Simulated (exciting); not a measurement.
# Na K-edge absorption of NaTlO, all-electron BSE

Aim: the Na K absorption edge of NaTlO with the electron–hole interaction treated explicitly, and what each term of the kernel does.

Main program and level: exciting sodium; X-ray absorption, core-level Bethe-Salpeter equation, exchange and statically screened direct term, Tamm-Dancoff, all-electron LAPW+lo LDA.

**1. Set-up**

The structure is hexagonal, space group P6_3mc (No. 186). Conventional cell: a = 3.484 Å, b = 3.484 Å, c = 11.395 Å, α = 90.00°, β = 90.00°, γ = 120.00°. Tl has 3 O at 2.47 Å nearest. Nearest to Na lie 3 O at 2.29 Å. O has 3 Na at 2.29 Å and 3 Tl at 2.47 Å nearest. Farther neighbours and most contacts between anions are not listed.

As a file:

```
Tl Na O
1.0
     3.48439    0.00000    0.00000
    -1.74219    3.01757    0.00000
     0.00000    0.00000   11.39459
Tl Na O
2 2 2
Direct
  0.66667 0.33333 0.61572
  0.33333 0.66667 0.11572
  0.33333 0.66667 0.39389
  0.66667 0.33333 0.89389
  0.00000 0.00000 0.49040
  0.00000 0.00000 0.99040
```

Differences between curves are given as r.m.s. difference over r.m.s. height.

**2. Ground state**

The species files are the program's own, with muffin-tin radii set in the input.

File input.xml:

```
<input>
  <title>NaTlO</title>
  <structure speciespath="." autormt="false" epslat="1.0e-5">
    <crystal>
      <basevect>6.5845364187 0.0000000000 0.0000000000</basevect>
      <basevect>-3.2922682094 5.7023758107 0.0000000000</basevect>
      <basevect>0.0000000000 0.0000000000 21.5326574787</basevect>
    </crystal>
    <species speciesfile="Tl.xml" rmt="2.300">
      <atom coord="0.6666666667 0.3333333333 0.6157190300"/>
      <atom coord="0.3333333333 0.6666666667 0.1157190300"/>
    </species>
    <species speciesfile="Na.xml" rmt="2.240">
      <atom coord="0.3333333333 0.6666666667 0.3938852900"/>
      <atom coord="0.6666666667 0.3333333333 0.8938852900"/>
    </species>
    <species speciesfile="O.xml" rmt="1.963">
      <atom coord="0.0000000000 0.0000000000 0.4903956800"/>
      <atom coord="0.0000000000 0.0000000000 0.9903956800"/>
    </species>
  </structure>
  <groundstate do="fromscratch" xctype="LDA_PW" ngridk="6 6 1" rgkmax="7" gmaxvr="14" nempty="8" swidth="0.001" maxscl="100" epsengy="1e-5"/>
</input>
```

Launch:

```bash
> OMP_NUM_THREADS=1 mpirun -n 4 exciting
```

Log:

```text
EXCITING SODIUM started
********************************************************************************
* Ground-state run starting from atomic densities                              *
********************************************************************************
+ Starting initialization                                                      +
 Lattice vectors (cartesian) :
      6.5845364187      0.0000000000      0.0000000000
     -3.2922682094      5.7023758107      0.0000000000
      0.0000000000      0.0000000000     21.5326574787
 Reciprocal lattice vectors (cartesian) :
      0.9542335113      0.5509269746     -0.0000000000
      0.0000000000      1.1018539493      0.0000000000
      0.0000000000     -0.0000000000      0.2917979499
 Unit cell volume                           :     808.4974824920
 Brillouin zone volume                      :       0.3068039404
 Species :    1 (Tl)
     parameters loaded from                 :    Tl.xml
     name                                   :    thallium
     nuclear charge                         :     -81.00000000
     electronic charge                      :      81.00000000
     atomic mass                            :  372567.96410000
     muffin-tin radius                      :       2.30000000
     # of radial points in muffin-tin       :     600
     atomic positions (lattice) :
       1 :   0.00000000  0.00000000  0.00000000
       2 :   0.66666667  0.33333333  0.50000000
 Species :    2 (Na)
     parameters loaded from                 :    Na.xml
     name                                   :    sodium
     nuclear charge                         :     -11.00000000
     electronic charge                      :      11.00000000
     atomic mass                            :   41907.78700000
     muffin-tin radius                      :       2.24000000
     # of radial points in muffin-tin       :     300
     atomic positions (lattice) :
       1 :   0.66666667  0.33333333  0.77816626
       2 :   0.00000000  0.00000000  0.27816626
 Species :    3 (O)
     parameters loaded from                 :    O.xml
     name                                   :    oxygen
     nuclear charge                         :      -8.00000000
     electronic charge                      :       8.00000000
     atomic mass                            :   29165.12203000
     muffin-tin radius                      :       1.96300000
     # of radial points in muffin-tin       :     250
     atomic positions (lattice) :
       1 :   0.33333333  0.66666667  0.87467665
       2 :   0.33333333  0.66666667  0.37467665
 Total number of atoms per unit cell        :       6
 Spin treatment                             :    spin-unpolarised
 Number of Bravais lattice symmetries       :      24
 Number of crystal symmetries               :      12
 k-point grid                               :       6    6    1
 Total number of k-points                   :       7
 k-point set is reduced with crystal symmetries
 R^MT_min * |G+k|_max (rgkmax)              :       7.00000000
 Species with R^MT_min                      :       3 (O)
 Maximum |G+k| for APW functions            :       3.56597045
 Maximum |G| for potential and density      :      14.00000000
 G-vector grid sizes                        :      30    30    96
 Total number of G-vectors                  :   37553
 Maximum angular momentum used for
     APW functions                          :       8
     computing H and O matrix elements      :       8
     potential and density                  :       8
     inner part of muffin-tin               :       2
 Total nuclear charge                       :    -200.00000000
 Total electronic charge                    :     200.00000000
 Total core charge                          :     132.00000000
 Total valence charge                       :      68.00000000
 Number of empty states                     :       8
 Total number of valence states             :      43
 Maximum Hamiltonian size                   :     695
 Maximum number of plane-waves              :     637
 Total number of local-orbitals             :      58
 Exchange-correlation type                  :       3
     Perdew-Wang, Phys. Rev. B 45, 13244 (1992)
 Smearing scheme                            :    Gaussian
 Smearing width                             :       0.00100000
 Using multisecant Broyden potential mixing
+ Ending initialization                                                        +
********************************************************************************
* Groundstate module started                                                   *
********************************************************************************
 Output level for this task is set to normal
+ Self-consistent loop started                                                 +
 Density and potential initialised from atomic data
+ SCF iteration number :    1                                                  +
 Total energy                               :    -41006.37233667
 _______________________________________________________________
 Fermi energy                               :         0.08424512
 Kinetic energy                             :     47480.26870202
 Coulomb energy                             :    -87700.84271844
 Exchange energy                            :      -765.96770275
 Correlation energy                         :       -19.83061750
 DOS at Fermi energy (states/Ha/cell)       :         0.00000000
 Electron charges :
     core                                   :       132.00000000
     core leakage                           :         0.00147490
     valence                                :        68.00000000
     interstitial                           :         6.02298110
     charge in muffin-tin spheres :
                  atom     1    Tl          :        78.19328141
                  atom     2    Tl          :        78.19328141
                  atom     3    Na          :        10.06781605
                  atom     4    Na          :        10.06781605
                  atom     5     O          :         8.72741199
                  atom     6     O          :         8.72741199
     total charge in muffin-tins            :       193.97701890
     total charge                           :       200.00000000
 Estimated fundamental gap                  :         0.05146069
        valence-band maximum at    7      0.3333  0.3333  0.0000
     conduction-band minimum at    1      0.0000  0.0000  0.0000
[... further iterations ...]
| Convergence targets achieved. Performing final SCF iteration                 +
 Total energy                               :    -41028.22688311
 _______________________________________________________________
 Fermi energy                               :         0.09373900
 Kinetic energy                             :     47461.83084503
 Coulomb energy                             :    -87704.91775969
 Exchange energy                            :      -765.34586884
 Correlation energy                         :       -19.79409961
 DOS at Fermi energy (states/Ha/cell)       :         0.00000000
 Electron charges :
     core                                   :       132.00000000
     core leakage                           :         0.00143476
     valence                                :        68.00000000
     interstitial                           :         7.16038026
     charge in muffin-tin spheres :
                  atom     1    Tl          :        78.36810203
                  atom     2    Tl          :        78.36810203
                  atom     3    Na          :        10.13000292
                  atom     4    Na          :        10.13000292
                  atom     5     O          :         7.92170492
                  atom     6     O          :         7.92170492
     total charge in muffin-tins            :       192.83961974
     total charge                           :       200.00000000
 Estimated fundamental gap                  :         0.03539590
        valence-band maximum at    7      0.3333  0.3333  0.0000
     conduction-band minimum at    1      0.0000  0.0000  0.0000
+ Self-consistent loop stopped                                                 +
 STATE.OUT is written
********************************************************************************
* Groundstate module stopped                                                   *
********************************************************************************
 Total time spent (seconds)                 :        56.01
| EXCITING SODIUM stopped                                                      =
```

The job ended after 57 s (4 MPI ranks of Intel Xeon at 2.70GHz, shared host).

The mesh shows a gap of 0.96 eV. Core levels (Dirac, from the valence top):

| atom | level | energy (eV) |
| --- | --- | --- |
| Na | 1s1/2 | -1021.2 |

**3. A richer basis for the empty states**

Each species file gets more local orbitals, built from u and its energy derivative at 0.15 Ha and u at 0.9 Ha.

input.xml is that of step 2.

File SPECIES.xml, added lines:

```
<lo l="L">  <!-- L = 0, 1, 2, and 3 from Cs on -->
  <wf matchingOrder="0" trialEnergy="0.1500" searchE="false"/>
  <wf matchingOrder="1" trialEnergy="0.1500" searchE="false"/>
  <wf matchingOrder="0" trialEnergy="0.9000" searchE="false"/>
</lo>
```

Launch:

```bash
> OMP_NUM_THREADS=1 mpirun -n 4 exciting
```

Log:

```text
EXCITING SODIUM started
********************************************************************************
* Ground-state run starting from atomic densities                              *
********************************************************************************
+ Starting initialization                                                      +
[... lattice and species ...]
 Spin treatment                             :    spin-unpolarised
 Number of Bravais lattice symmetries       :      24
[...]
valence-band maximum at    7      0.3333  0.3333  0.0000
     conduction-band minimum at    1      0.0000  0.0000  0.0000
+ Self-consistent loop stopped                                                 +
 STATE.OUT is written
********************************************************************************
* Groundstate module stopped                                                   *
********************************************************************************
 Total time spent (seconds)                 :        68.06
| EXCITING SODIUM stopped                                                      =
[key lines of the parts left out:]
Total energy                               :    -41028.22901305
Fermi energy                               :         0.09391048
```

Wall time 69 s (4 MPI ranks).

Against the first ground state the total energy moves by -10 meV an atom and the gap by -0.01 eV.

[end of part 1 of 3]

[Banner, clock and machine lines of the logs are left out without a mark of their own.]

[Logs are printed without paths, hosts, clocks, repeated set-up lines and the standing remarks that a program may print on its own settings, such as how far it seeks lower states.]

[Hosts, paths, dates, database ids (printed as entryN), source tags and the programs' standing remarks are cut or masked in the printed files.]
